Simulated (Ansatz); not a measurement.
**k-point convergence of GW for PtSe2 (1T monolayer)**

How dense a mesh does GW need for PtSe2 (1T monolayer), and how does the time grow?

Program: Ansatz 0.2.0. Level of theory: G0W0 on PBE, plane waves, PAW. Results are calculated unless marked as measured.

This is a report of a sequence of runs, with most program output left out.

## (1) Set-up

The cell holds 3 atoms: 1 Pt and 2 Se. Its edges and angles: a = 3.750 Å, b = 3.750 Å, c = 28.400 Å, α = 90.0°, β = 90.0°, γ = 120.0°. Vacuum lies along c.

The structure was relaxed with PBE. The runs that relaxed it are not among those shown. Spin-orbit coupling is left out unless a step names it. The default PAW set here is soft_2. Its files were made with PBE. The Coulomb interaction is cut off across the vacuum.

## (2) The 3×3×1 mesh

G0W0 replaces the xc potential by the self-energy, built once from these orbitals. Only a window of levels is corrected, while the sums run over the empty bands that the input names.

File input.yaml:

```yaml
crystal:
  lattice:
    - [3.7504907858, 0.0, 0.0]
    - [-1.8752453929, 3.2480202972, 0.0]
    - [0.0, 0.0, 28.4]
  atoms:
    - { symbol: Pt, position: [0.0, 0.0, 0.5] }
    - { symbol: Se, position: [0.3333333333, 0.6666666667, 0.5459659458] }
    - { symbol: Se, position: [0.6666666667, 0.3333333333, 0.4540340542] }
  periodic: [true, true, false]
kpoints:
  mp_grid: { grid: [3, 3, 1] }
hamiltonian:
  xc: pbe
scf:
  occupations: { method: fixed }
gw:
  n_empty_bands: 421
  ecut_chi: 66.0
  qp_bands: [v2, c2]
  qp_kpoints: band_edges
  screening: { model: contour_deformation }
```

The run is started by

```console
$ ansatz run input.yaml --threads 3 --pin off --max-ram 92160MiB --backend cuda --events-out ev --progress --plain --runs-dir out --devices 1 --max-vram 13GiB
```

Wall time 15 s (1 × NVIDIA H100 80GB HBM3 (shared by 6 runs) with 3 threads of AMD EPYC 7R13 (Zen 3), shared host); peak memory 1.4 GiB.

Numbers from this step:

* bands summed: 446
* plane waves in the screening matrix: 451
* q-points in the mesh: 9
* G0W0 gap on the mesh: 2.778 eV
* k of the valence top: 0, 0, 0
* k of the conduction bottom: 0, 0.3333, 0
* starting gap on the mesh: 1.769 eV
* Z at the valence top: 0.7363
* Z at the conduction bottom: 0.7339
* least direct G0W0 gap on the computed points: 3.360 eV

The gap on the mesh goes from 1.77 eV to 2.78 eV, a correction of +1.01 eV. Between the two edge states, bare exchange in place of the xc potential would open the gap by 5.11 eV, and correlation takes back 4.10 eV.

## (3) The 6×6×1 mesh

A second mesh at equal bands and cutoff isolates the sampling error.

Changes to input.yaml since step 2:

```diff
@@ -11,3 +11,3 @@
 kpoints:
-  mp_grid: { grid: [3, 3, 1] }
+  mp_grid: { grid: [6, 6, 1] }
 hamiltonian:
```

Wall time 23 s (1 × NVIDIA H100 80GB HBM3 (shared by 6 runs) with 3 threads); peak memory 1.7 GiB.

This step gave:

* bands summed: 446
* plane waves in the screening matrix: 451
* q-points in the mesh: 36
* G0W0 gap on the mesh: 2.488 eV
* k of the valence top: 0, 0, 0
* k of the conduction bottom: 0, 0.1667, 0
* starting gap on the mesh: 1.672 eV
* Z at the valence top: 0.7102
* Z at the conduction bottom: 0.7182
* least direct G0W0 gap on the computed points: 2.564 eV

Against the run with 3×3×1 mesh, 421 empty bands, screening to 66 eV, the gap moves by −0.29 eV, while the start moved by −0.10 eV. A band edge is found at another k point on this mesh.

## (4) The 9×9×1 mesh

Changes to input.yaml since step 3:

```diff
@@ -11,3 +11,3 @@
 kpoints:
-  mp_grid: { grid: [6, 6, 1] }
+  mp_grid: { grid: [9, 9, 1] }
 hamiltonian:
```

Elapsed: 39 s, on 1 × NVIDIA H100 80GB HBM3 (shared by 6 runs) with 3 threads; peak memory 2.1 GiB.

This step gave:

| Item | Value |
| --- | --- |
| bands summed | 446 |
| plane waves in the screening matrix | 451 |
| G0W0 gap on the mesh | 2.204 eV |
| k of the valence top | 0, 0, 0 |
| k of the conduction bottom | 0, 0.2222, 0 |
| starting gap on the mesh | 1.396 eV |
| least direct G0W0 gap on the computed points | 2.376 eV |

Against the run with 6×6×1 mesh, 421 empty bands, screening to 66 eV, the gap moves by −0.28 eV, while the start moved by −0.28 eV. A band edge is found at another k point on this mesh.

## (5) The meshes together

Times are wall times on 1 × NVIDIA H100 80GB HBM3 (shared by 6 runs) with 3 threads of AMD EPYC 7R13 (Zen 3), shared host, good to a factor of about two.

| mesh | points | irreducible | start (eV) | G0W0 (eV) | shift (eV) | mean of 1 + 4πα/V (set by the cell height) | time |
| --- | --- | --- | --- | --- | --- | --- | --- |
| 3×3×1 | 9 | 3 | 1.769 | 2.778 | +1.009 | 2.32 | 15 s |
| 6×6×1 | 36 | 7 | 1.672 | 2.488 | +0.815 | 3.23 | 23 s |
| 9×9×1 | 81 | 12 | 1.396 | 2.204 | +0.807 | 3.31 | 39 s |

## (6) What came out

- 3×3×1: 2.778 eV (shift +1.009)
- 6×6×1: 2.488 eV (shift +0.815)
- 9×9×1: 2.204 eV (shift +0.807)
- settings: PBE start, 421 empty bands, 66 eV

**Reading.** The shift is +1.01 eV on 3×3×1 and +0.81 eV on 9×9×1. On 9×9×1 the edges lie at Γ and (0.000, 0.222, 0.000), on 6×6×1 at Γ and (0.000, 0.167, 0.000), so these two shifts belong to different pairs of states. The mean of 1 + 4πα/V (set by the cell height) ranges from 2.32 to 3.31 and ends at 3.31. The starting gap changes too, by 0.37 eV, since the meshes hold different points and converge the density differently. From 9 to 81 points the time grows 2.5-fold. Bands and cutoff are modest here, so the values stand off the basis limit. The mesh in the plane is coarse for a sheet; gap and any exciton binding can still move on denser ones. The runs have no spin polarisation. For a closed low-spin shell that is the natural state; where a d or f shell is open it is a constraint, and the gap is then not the crystal's own. With d states at the gap, one-shot GW leans hard on its start. The many-body steps are scalar-relativistic: spin-orbit coupling is not in them.

[Paths, hosts, dates, memory and timing lines, banners, echoed tables and standing remarks are left out of the program output.]

[Logs are printed without paths, hosts, clocks, repeated set-up lines and the standing remarks that a program may print on its own settings, such as how far it seeks lower states.]

[Runs of the session that timed out or met a known fault of the program may be left out.]

[Cells called generated may have been cut or substituted from an entry of the Crystallography Open Database or the Materials Project.]

[Hosts, paths, dates, database ids (printed as entryN), source tags and the programs' standing remarks are cut or masked in the printed files.]
